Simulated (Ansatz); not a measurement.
# Y2NS2 MXene monolayer in a perpendicular field

Wanted: the out-of-plane response of the Y2NS2 MXene monolayer. A positive field points along +c.

Method: plane-wave DFT, r2SCAN-D4, Ansatz PAW, in Ansatz 0.2.0.

Report form: the programs' logs are mostly left out.

## (1) Set-up

The cell holds 5 atoms: 2 S, 2 Y and 1 N. Its edges and angles: a = 3.406 Å, b = 3.406 Å, c = 44.161 Å, α = 90.0°, β = 90.0°, γ = 120.0°. Vacuum lies along c.

## (2) Relaxation

The starting cell is a guess, so the in-plane lattice and the atoms are relaxed first, with the slab cut off from its images along the normal.

The input, input.yaml:

```yaml
crystal:
  lattice:
    - [3.40626, 0.0, 0.0]
    - [-1.70313, 2.9499076919, 0.0]
    - [0.0, 0.0, 44.1610554266]
  atoms:
    - { symbol: S, position: [0.3333333333, 0.6666666667, 0.4257144631] }
    - { symbol: "Y", position: [0.6666666667, 0.3333333333, 0.4695655044], spin: 1.0 }
    - { symbol: "N", position: [0.0, 0.0, 0.5] }
    - { symbol: "Y", position: [0.3333333333, 0.6666666667, 0.5304344956], spin: 1.0 }
    - { symbol: S, position: [0.6666666667, 0.3333333333, 0.5742855369] }
  periodic: [true, true, false]
magnetization:
  spin_polarized: true
kpoints:
  mp_grid: { grid: [12, 12, 1] }
hamiltonian:
  xc: r2scan
  dispersion: d4
scf:
  occupations: { method: fermi_dirac, width: 0.05 }
  convergence: { dr2_threshold: 1.0e-09 }
relax:
  f_tol: 0.004
  max_steps: 90
  cell: {}
output:
  write_potential: true
  write_density: true
  volumetric_format: npy
```

Command:

```console
ansatz run input.yaml --threads 4 --pin off --max-ram 12288MiB --backend cpu --events-out ev --progress --plain --runs-dir out
```

It took 2.8 min on 4 threads of Arm Neoverse V2, shared host; peak memory 2.4 GiB.

Relaxation path:

```tsv
step	energy less that of the first step (eV)	largest force component (eV/Å)	volume (Å³)
1	0.0000	2.4099	443.74
2	-0.5253	1.6487	485.18
3	-0.8025	0.4732	523.55
4	-0.8280	0.0647	523.76
5	-0.8292	0.0118	526.03
6	-0.8293	0.0078	527.82
7	-0.8293	0.0001	527.79
8*	-0.8357	0.0004	527.79
```

Relaxation steps marked * repeat the geometry before them on a plane-wave basis chosen anew for their cell, so energy and pressure can jump there.

The run keeps the 12 symmetry operations that it works with, so distortions that break them were not tested.

```tsv
cell as run	before	after	change
a (Å)	3.406	3.715	+9.1 %
b (Å)	3.406	3.715	+9.1 %
```

The atoms that moved most (Å, along periodic axes as changes of fractional coordinates times the final cell, across vacuum about the mean position):

```tsv
atom	dx	dy	dz	length
S1	0.000	0.000	0.356	0.356
S5	0.000	0.000	-0.356	0.356
Y4	0.000	0.000	0.046	0.046
Y2	0.000	0.000	-0.046	0.046
```

The relaxed structure:

```xyz
5
Lattice="3.7149 0.0000 0.0000 -1.8575 3.2172 0.0000 0.0000 0.0000 44.1611" Properties=species:S:1:pos:R:3
S     0.0000    2.1448   19.1558
Y     1.8575    1.0724   20.6902
N     0.0000    0.0000   22.0805
Y     0.0000    2.1448   23.4708
S     1.8575    1.0724   25.0052
```

This step gave:

```yaml
energy_at_zero_smearing: -9924.0363 eV
```

The lattice constant a goes from 3.406 to 3.715 Å.

## (3) Atoms held, field 0

A sawtooth potential applies the field, turning back in the middle of the vacuum. With the dipole correction the typed value is the field outside the slab. The induced dipole is small, so the SCF threshold is tight.

The cell differs from the one that the last finished run ended in (c 44.161 → 23.849 Å).

The input, input.yaml:

```yaml
crystal:
  lattice:
    - [3.714900317, 0.0, 0.0]
    - [-1.8574501585, 3.2171980471, 0.0]
    - [0.0, 0.0, 23.8493599962]
  atoms:
    - { symbol: S, position: [0.3333333333, 0.6666666667, 0.3773686171] }
    - { symbol: "Y", position: [0.6666666667, 0.3333333333, 0.4417054017] }
    - { symbol: "N", position: [0.0, 0.0, 0.5] }
    - { symbol: "Y", position: [0.3333333333, 0.6666666667, 0.5582945983] }
    - { symbol: S, position: [0.6666666667, 0.3333333333, 0.6226313829] }
kpoints:
  mp_grid: { grid: [18, 18, 1] }
  band_path:
    path: [[0, 0, 0], [0.5, 0, 0], [0.33333333, 0.33333333, 0], [0, 0, 0]]
    npoints: 16
hamiltonian:
  xc: r2scan
  dispersion: d4
scf:
  occupations: { method: fermi_dirac, width: 0.05 }
  convergence: { dr2_threshold: 1.0e-10 }
efield:
  axis: 3
  dipole_correction: true
  ramp_position: 0.97
  ramp_width: 0.06
  amplitude: 0
output:
  dos: { projected: true, e_range: [-6, 5] }
  bader: true
  write_potential: true
  write_density: true
  volumetric_format: npy
  elf: true
```

The job ended after 29 s (4 threads; peak memory 1.3 GiB; 1.9 min of CPU time).

Numbers from this step:

```yaml
energy_at_zero_smearing: -9924.0361 eV
work_function_upper_face: 7.523 eV
dipole_along_the_normal: 1.95e-7 e·Å
```

Running mean over a fixed 2.5 Å (it still follows the layers) of the planar mean; the ramp of the sawtooth is left out. Electron's electrostatic potential energy less the Fermi level against z:

```tsv
z (Å)	electron's electrostatic potential energy less the Fermi level (eV)
4	7.52
5	7.52
6	7.51
7	7.07
8	3.59
9	-1.36
10	-6.04
11	-6.08
12	-5.22
13	-6.10
14	-5.84
15	-0.425
16	4.25
17	7.25
18	7.51
19	7.52
20	7.52
```

The density of states has structure finer than the step of the table below, so its rows give means over 0.25 eV, whole bins alone (the curve runs from -6 to 1.99 eV). Peaks (eV: height): -2.170: 19.0, -1.780: 13.9, -1.670: 11.4, -1.560: 12.3, -1.230: 13.2, -1.010: 13.1, -0.930: 16.8.

The density of states by energy, zero at the Fermi level; means over each step:

energy (eV), density of states (states/eV a cell) and a bar:
```
    -3.50        0.0 
    -3.25        0.2 #
    -3.00        1.4 #####
    -2.75        2.3 ########
    -2.50        3.5 #############
    -2.25        5.7 #####################
    -2.00        3.0 ###########
    -1.75        7.4 ###########################
    -1.50        7.7 ############################
    -1.25        5.7 #####################
    -1.00        6.8 #########################
    -0.75        6.3 #######################
    -0.50        8.1 ##############################
    -0.25        7.1 ##########################
     0.00        3.0 ###########
     0.25        2.3 #########
     0.50        0.3 #
     0.75        0.0
```

Projected DOS per atom over height of the atomic layer and energy from the Fermi level. Layers: S Y N Y S from below.

Values in states/eV, 22 rows by 5 columns, each cell a mean:
```
0.00 0.00 0.00 0.00 0.00
0.00 0.00 0.00 0.00 0.00
0.00 0.00 0.00 0.00 0.00
0.00 0.00 0.00 0.00 0.00
0.47 0.03 0.41 0.03 0.47
1.18 0.14 0.89 0.14 1.18
2.64 0.45 1.15 0.45 2.64
2.65 0.59 0.69 0.59 2.65
1.69 0.57 1.10 0.57 1.69
1.42 0.96 3.09 0.96 1.42
1.30 0.62 1.44 0.62 1.30
1.31 0.76 1.59 0.76 1.31
0.42 0.52 1.23 0.52 0.42
0.25 0.32 0.56 0.32 0.25
0.03 0.05 0.07 0.05 0.03
0.00 0.00 0.00 0.00 0.00
0.00 0.00 0.00 0.00 0.00
0.00 0.00 0.00 0.00 0.00
0.00 0.00 0.00 0.00 0.00
0.00 0.00 0.00 0.00 0.00
0.00 0.00 0.00 0.00 0.00
0.00 0.00 0.00 0.00 0.00
```
Columns: height of the atomic layer (Å) from 9 to 14.8; rows upwards: energy from the Fermi level (eV) from -5.96 to 1.96.

The electronic bands at the labelled points (eV, zero at the Fermi level):

```tsv
point	band 17	band 18	band 19	band 20	band 21	band 22	band 23	band 24
Γ	-0.29	0.05	0.51	0.51	3.96	3.96	4.33	5.05
halfway	-0.54	-0.42	0.00	0.04	2.97	4.75	5.06	5.29
M	-1.02	-0.52	-0.27	-0.13	2.34	4.70	6.07	6.46
halfway	-1.03	-0.91	-0.74	-0.31	3.11	5.27	5.47	5.69
K	-0.92	-0.92	-0.77	-0.77	4.47	4.47	5.02	6.46
halfway	-0.56	-0.54	-0.42	-0.03	3.62	3.83	5.55	5.58
Γ	-0.29	0.05	0.51	0.51	3.96	3.96	4.33	5.05
```

Electrostatic potential energy in the ca plane at fractional y = 0.333, with atoms of Y and S within 0.2 Å of it. With pseudopotentials it is smooth inside the atoms' cores, unlike the true potential.

Ten even steps from '0' (-39 eV) to '9' (5 eV), each cell a mean:
```
99999999999999999999987544688888888777999999
99999999999999999999874100268888886212699999
99999999999999999999872000057889984010489999
99999999999999999999872000057889983020389999
99999999999999999999874000268888886212699999
99999999999999999999987534678888888767899999
99999999999999999999888777888887778889999999
99999999999999999998888888898876678899999999
99999999999999999998888888998876678899999999
99999999999999999999888878888887778899999999
```
Columns run along c (16.0 Å, from fractional 0.07 to 0.74 of the cell; values clipped at the 3rd and 97th percentile), rows up along a (3.7 Å). Atoms in or near the plane, at fractional coordinates: Y at (0.44, 0.67), S at (0.62, 0.67).

Valence density in the ca plane at fractional y = 0.333, with atoms of Y and S within 0.2 Å of it. It is the smooth field of the valence electrons, not physical close to the nuclei.

Ten steps, logarithmic in the rise over the least value, from '0' (0.0 e/Å³) to '9' (3.5 e/Å³), each cell a mean:
```
00000000000000000123344566433323345665421000
00000000000000000012236899742222356777642000
00000000000000000011247999852222357757652100
00000000000000000011247999852222357757752100
00000000000000000012236899742222356777642000
00000000000000000123344676533323345666431000
00000000000000000134444443334434444444210000
00000000000000001234554333344445543322100000
00000000000000001234554333344445543222100000
00000000000000000134444333344434443443210000
```
Columns run along c (16.0 Å, from fractional 0.07 to 0.74 of the cell), rows up along a (3.7 Å). Atoms in or near the plane, at fractional coordinates: Y at (0.44, 0.67), S at (0.62, 0.67).

ELF in the ca plane at fractional y = 0.333, with atoms of Y and S within 0.2 Å of it. It is the smooth field of the valence electrons, not physical close to the nuclei.

Values, 6 rows by 16 columns, each cell a mean:
```
0.00 0.00 0.00 0.00 0.00 0.02 0.22 0.33 0.45 0.45 0.19 0.12 0.65 0.84 0.64 0.11
0.00 0.00 0.00 0.00 0.00 0.00 0.03 0.08 0.72 0.72 0.10 0.32 0.71 0.47 0.79 0.21
0.00 0.00 0.00 0.00 0.00 0.00 0.06 0.12 0.70 0.71 0.10 0.26 0.73 0.63 0.77 0.19
0.00 0.00 0.00 0.00 0.00 0.04 0.34 0.50 0.31 0.28 0.27 0.10 0.50 0.79 0.51 0.07
0.00 0.00 0.00 0.00 0.00 0.11 0.59 0.78 0.39 0.27 0.50 0.21 0.13 0.22 0.07 0.00
0.00 0.00 0.00 0.00 0.00 0.09 0.55 0.75 0.30 0.21 0.46 0.15 0.19 0.42 0.17 0.01
```
Columns run along c (16.0 Å, from fractional 0.07 to 0.74 of the cell), rows up along a (3.7 Å). Atoms in or near the plane, at fractional coordinates: Y at (0.44, 0.67), S at (0.62, 0.67).

The work function of the upper face is 7.52 eV.

## (4) Single point, field 0.1 V/Å

Edit input.yaml of step 3 so:

```diff
@@ -25,8 +25,6 @@
   dipole_correction: true
-  ramp_position: 0.97
-  ramp_width: 0.06
-  amplitude: 0
+  ramp_position: 0.9476
+  ramp_width: 0.1048
+  amplitude: 0.1
 output:
-  dos: { projected: true, e_range: [-6, 5] }
-  bader: true
   write_potential: true
@@ -34,2 +32 @@
   volumetric_format: npy
-  elf: true
```

Wall time 20 s (4 threads); peak memory 1.3 GiB.

The dipole is 0.0507 e·Å.

## (5) Single point, field -0.1 V/Å

Edit input.yaml of step 4 so:

```diff
@@ -27,3 +27,3 @@
   ramp_width: 0.1048
-  amplitude: 0.1
+  amplitude: -0.1
 output:
```

It took 20 s on 4 threads; peak memory 1.3 GiB; 79 s of CPU time.

The dipole is -0.0507 e·Å.

## (6) Atoms held, field 0.5 V/Å

Edit input.yaml of step 5 so:

```diff
@@ -25,5 +25,5 @@
   dipole_correction: true
-  ramp_position: 0.9476
-  ramp_width: 0.1048
-  amplitude: -0.1
+  ramp_position: 0.8791
+  ramp_width: 0.2418
+  amplitude: 0.5
 output:
```

Run time: 23 s. Hardware: 4 threads; peak memory 1.3 GiB.

The dipole is 0.253 e·Å.

## (7) Atoms held, field -0.3 V/Å

Edit input.yaml of step 6 so:

```diff
@@ -25,6 +25,8 @@
   dipole_correction: true
-  ramp_position: 0.8791
-  ramp_width: 0.2418
-  amplitude: 0.5
+  ramp_position: 0.9446
+  ramp_width: 0.1108
+  amplitude: -0.3
 output:
+  dos: { projected: true, e_range: [-6, 5] }
+  bader: true
   write_potential: true
@@ -32 +34,2 @@
   volumetric_format: npy
+  elf: true
```

Wall time 32 s (4 threads); peak memory 1.3 GiB; 2.1 min of CPU time.

The dipole is -0.152 e·Å.

## (8) Response, atoms held

This step: plane-wave DFT, r2SCAN-D4, Ansatz PAW; response to a field along the normal, atoms held (Ansatz 0.2.0).

The dipoles give the slope, and the difference of two potentials shows where the field is screened.

Numbers from this step:

```
equivalent conductor thickness p/(ε₀AE) : 7.671 Å
distance between the outer atoms        : 5.849 Å
```

Dipole of the cell against applied field:

```tsv
applied field (V/Å)	dipole of the cell (e·Å)
-0.300	-0.152
-0.100	-0.0507
0.000	0
0.100	0.0507
0.500	0.253
```

Local field over the applied field, running mean. From the potentials at -0.1 and 0.1 V/Å; running mean over 2.5 Å. Local field over applied field against z:

```tsv
z (Å)	local field over applied field
4.5	1.000
5.0	0.999
5.5	0.995
6.0	0.982
6.5	0.945
7.0	0.857
7.5	0.710
8.0	0.533
8.5	0.347
9.0	0.177
9.5	0.0640
10.0	0.0184
10.5	0.00583
11.0	0.0102
11.5	0.0249
12.0	0.0308
12.5	0.0205
13.0	0.00709
13.5	0.00776
14.0	0.0268
14.5	0.0904
15.0	0.224
15.5	0.403
16.0	0.588
16.5	0.759
17.0	0.890
17.5	0.960
18.0	0.988
18.5	0.997
19.0	0.999
19.5	1.000
```

Electrons, planar mean, per unit field. Table of induced electron density by z:

```tsv
z (Å)	induced electron density (e/Å³ per V/Å)
4.5	1.1e-6
5.0	4.6e-6
5.5	1.8e-5
6.0	6.9e-5
6.5	2.4e-4
7.0	7.7e-4
7.5	0.00202
8.0	0.00355
8.5	0.00279
9.0	0.00103
9.5	9.3e-4
10.0	-3.6e-5
10.5	-5.9e-4
11.0	-2.2e-4
11.5	1.7e-4
12.0	-8.1e-5
12.5	-7.9e-5
13.0	3.7e-4
13.5	5.2e-4
14.0	-2.6e-4
14.5	-0.00105
15.0	-0.00127
15.5	-0.00341
16.0	-0.00318
16.5	-0.00156
17.0	-5.6e-4
17.5	-1.7e-4
18.0	-4.6e-5
18.5	-1.2e-5
19.0	-3.1e-6
19.5	-7.6e-7
```

By hand: between -0.1 and 0.1 V/Å the dipole changes by 0.1013 e·Å, a slope of 0.5067 e·Å²/V. A perfect conductor of thickness t has p = ε₀AEt, so t = 180.95 × 0.5067 / 11.952 = 7.67 Å (e/ε₀ = 180.95 V·Å, A in Å²).

The induced dipole is that of a conductor 7.67 Å thick.

## (9) Field on, atoms free, field 0.1 V/Å

This step: plane-wave DFT, r2SCAN-D4, Ansatz PAW (Ansatz 0.2.0).

Now the atoms may follow the field. A weak field makes forces of meV/Å to tens of meV/Å, so the force tolerance is set well below the usual one.

input.yaml, the sections that differ from step 7:

```yaml
kpoints:
  mp_grid: { grid: [12, 12, 1] }
efield:
  axis: 3
  dipole_correction: true
  ramp_position: 0.9476
  ramp_width: 0.1048
  amplitude: 0.1
relax:
  f_tol: 0.001
  max_steps: 60
output:
  write_potential: true
  write_density: true
  volumetric_format: npy
# crystal, hamiltonian, scf: as in step 7
```

It took 27 s on 4 threads; peak memory 1.2 GiB; 1.7 min of CPU time.

No atom moved by 0.005 Å in the relaxation.

This step gave:

- energy at zero smearing: -9924.0400 eV
- dipole along the normal: 0.05068 e·Å

The relaxation took 4 steps and lowered the energy by 1.3e-6 eV; the largest force on the free atoms ends at 2.8e-4 eV/Å.

The dipole is 0.0507 e·Å.

## (10) Relaxing in the field, field -0.1 V/Å

The opposite sign, again from the field-free geometry; the difference of the two cancels what relaxes without a field.

Edit input.yaml of step 9 so:

```diff
@@ -24,3 +24,3 @@
   ramp_width: 0.1048
-  amplitude: 0.1
+  amplitude: -0.1
 relax:
```

The job ended after 27 s (4 threads; peak memory 1.2 GiB).

No atom moved by 0.005 Å in the relaxation.

Numbers from this step:

* dipole along the normal: -0.05068 e·Å

The relaxation took 4 steps and lowered the energy by 1.3e-6 eV; the largest force on the free atoms ends at 2.8e-4 eV/Å.

The dipole is -0.0507 e·Å.

## (11) Response, atoms relaxed

This step: plane-wave DFT, r2SCAN-D4, Ansatz PAW; response to a field along the normal, atoms relaxed (Ansatz 0.2.0).

The same analysis on the two relaxed runs holds the ionic part too; their mesh is coarser, so small differences from the held value can come from that.

This step gave:

* equivalent conductor thickness p/(ε₀AE): 7.674 Å
* distance between the outer atoms: 5.850 Å

Dipole of the cell against applied field:

```tsv
applied field (V/Å)	dipole of the cell (e·Å)
-0.1000	-0.0507
0.1000	0.0507
```

Local field over the applied field, running mean. From the potentials at -0.1 and 0.1 V/Å; running mean over 2.5 Å. Table of local field over applied field by z:

```tsv
z (Å)	local field over applied field
4.5	1.000
5.0	0.999
5.5	0.995
6.0	0.982
6.5	0.943
7.0	0.849
7.5	0.706
8.0	0.541
8.5	0.372
9.0	0.191
9.5	0.0624
10.0	-0.00342
10.5	-0.0125
11.0	0.00296
11.5	0.0338
12.0	0.0430
12.5	0.0268
13.0	-0.00438
13.5	-0.0143
14.0	0.0115
14.5	0.0926
15.0	0.243
15.5	0.425
16.0	0.591
16.5	0.752
17.0	0.884
17.5	0.959
18.0	0.988
18.5	0.997
19.0	0.999
19.5	1.000
```

Electrons, planar mean, per unit field. The induced electron density by z:

```tsv
z (Å)	induced electron density (e/Å³ per V/Å)
4.5	1.2e-6
5.0	4.7e-6
5.5	1.8e-5
6.0	6.9e-5
6.5	2.5e-4
7.0	8.0e-4
7.5	0.00213
8.0	0.00402
8.5	0.00327
9.0	7.4e-4
9.5	-4.9e-4
10.0	-0.00323
10.5	-8.4e-4
11.0	0.00290
11.5	0.00272
12.0	-5.8e-4
12.5	-0.00312
13.0	-0.00174
13.5	0.00169
14.0	0.00278
14.5	-2.1e-4
15.0	-0.00109
15.5	-0.00408
16.0	-0.00350
16.5	-0.00163
17.0	-5.7e-4
17.5	-1.7e-4
18.0	-4.6e-5
18.5	-1.2e-5
19.0	-3.1e-6
19.5	-7.4e-7
```

The induced dipole is that of a conductor 7.67 Å thick.

## (12) The same run with other settings

This step: plane-wave DFT, r2SCAN-D4, Ansatz PAW (Ansatz 0.2.0).

An input spoilt on purpose, to show how the run answers: it repeats the earlier run at 0.1 V/Å with efield.amplitude from 0.1 to 1.5, and scf.max_iter set to 60.

Edit input.yaml of step 10 so:

```diff
@@ -12,3 +12,6 @@
 kpoints:
-  mp_grid: { grid: [12, 12, 1] }
+  mp_grid: { grid: [18, 18, 1] }
+  band_path:
+    path: [[0, 0, 0], [0.5, 0, 0], [0.33333333, 0.33333333, 0], [0, 0, 0]]
+    npoints: 16
 hamiltonian:
@@ -19,2 +22,3 @@
   convergence: { dr2_threshold: 1.0e-10 }
+  max_iter: 60
 efield:
@@ -24,6 +28,3 @@
   ramp_width: 0.1048
-  amplitude: -0.1
-relax:
-  f_tol: 0.001
-  max_steps: 60
+  amplitude: 1.5
 output:
```

Elapsed: 28 s, on 4 threads; peak memory 1.3 GiB.

```tsv
quantity	this run	earlier run	difference
dipole along the normal (e·Å)	0.7621	0.05067	0.71
```

The applied field differs between the two, so the dipoles differ in any case.

In so strong a field the program warns of density in the ramp of the sawtooth; these numbers are not the system's.

## (13) A changed input: scf.n_extra_bands = 32

Another changed input: it repeats the earlier run at 0.1 V/Å with scf.n_extra_bands to 32.

Edit input.yaml of step 12 so:

```diff
@@ -22,3 +22,3 @@
   convergence: { dr2_threshold: 1.0e-10 }
-  max_iter: 60
+  n_extra_bands: 32
 efield:
@@ -28,3 +28,3 @@
   ramp_width: 0.1048
-  amplitude: 1.5
+  amplitude: 0.1
 output:
```

It took 42 s on 4 threads; peak memory 1.7 GiB; 2.8 min of CPU time.

Numbers from this step:

| Property | Result |
| --- | --- |
| energy at zero smearing | -9924.0386 eV |
| dipole along the normal | 0.05066 e·Å |

The electronic bands at the labelled points (eV, zero at the Fermi level):

```tsv
point	band 17	band 18	band 19	band 20	band 21	band 22	band 23	band 24
Γ	-0.29	0.05	0.51	0.51	3.96	3.96	4.33	5.05
halfway	-0.54	-0.42	0.00	0.04	2.97	4.75	5.06	5.29
M	-1.02	-0.52	-0.27	-0.13	2.34	4.70	6.07	6.46
halfway	-1.03	-0.91	-0.74	-0.31	3.11	5.27	5.47	5.69
K	-0.92	-0.92	-0.78	-0.76	4.47	4.47	5.02	6.46
halfway	-0.56	-0.54	-0.42	-0.03	3.62	3.83	5.55	5.58
Γ	-0.29	0.05	0.51	0.51	3.96	3.96	4.33	5.05
```

```tsv
quantity	this run	earlier run	difference
dipole along the normal (e·Å)	0.05066	0.05067	-2.7e-6
```

The dipole moves by under 0.5 % or 5e-5 e·Å. The run took 12 SCF cycles against 10.

Of the bands kept, 3 cross the Fermi level on this path.

## (14) Outcome

| Item | Value |
| --- | --- |
| gap without field | none |
| work function, upper face | 7.52 eV |
| equivalent conductor thickness, atoms held | 7.67 Å |
| equivalent conductor thickness, atoms relaxed | 7.67 Å |

What this shows: The induced dipole equals that of a perfect conductor 7.67 Å thick, while the outer atoms lie 5.85 Å apart. There is no gap over 0.03 eV, with or without the field. The first relaxation ran with spin and lost its moment, and the later runs have none; other magnetic states were not tried. Spin-orbit coupling is left out. The MXene's terminations sit over the metal atoms of its far layer; the site over carbon or nitrogen, which some compounds prefer, was not run.

[Logs are printed without paths, hosts, clocks, repeated set-up lines and the standing remarks that a program may print on its own settings, such as how far it seeks lower states.]

[Hosts, paths, dates, database ids (printed as entryN), source tags and the programs' standing remarks are cut or masked in the printed files.]

[Maps of the electrostatic potential energy from Ansatz leave out the sawtooth potential of an applied field or a dipole correction, so their vacuum need not be flat; planar profiles and work functions include it.]

[The density of states shown here was stored with 400 of the rows of the run's finer table, so its peaks can read low, often by over a quarter, or be missed, and its means over a window can be off by a tenth or more.]
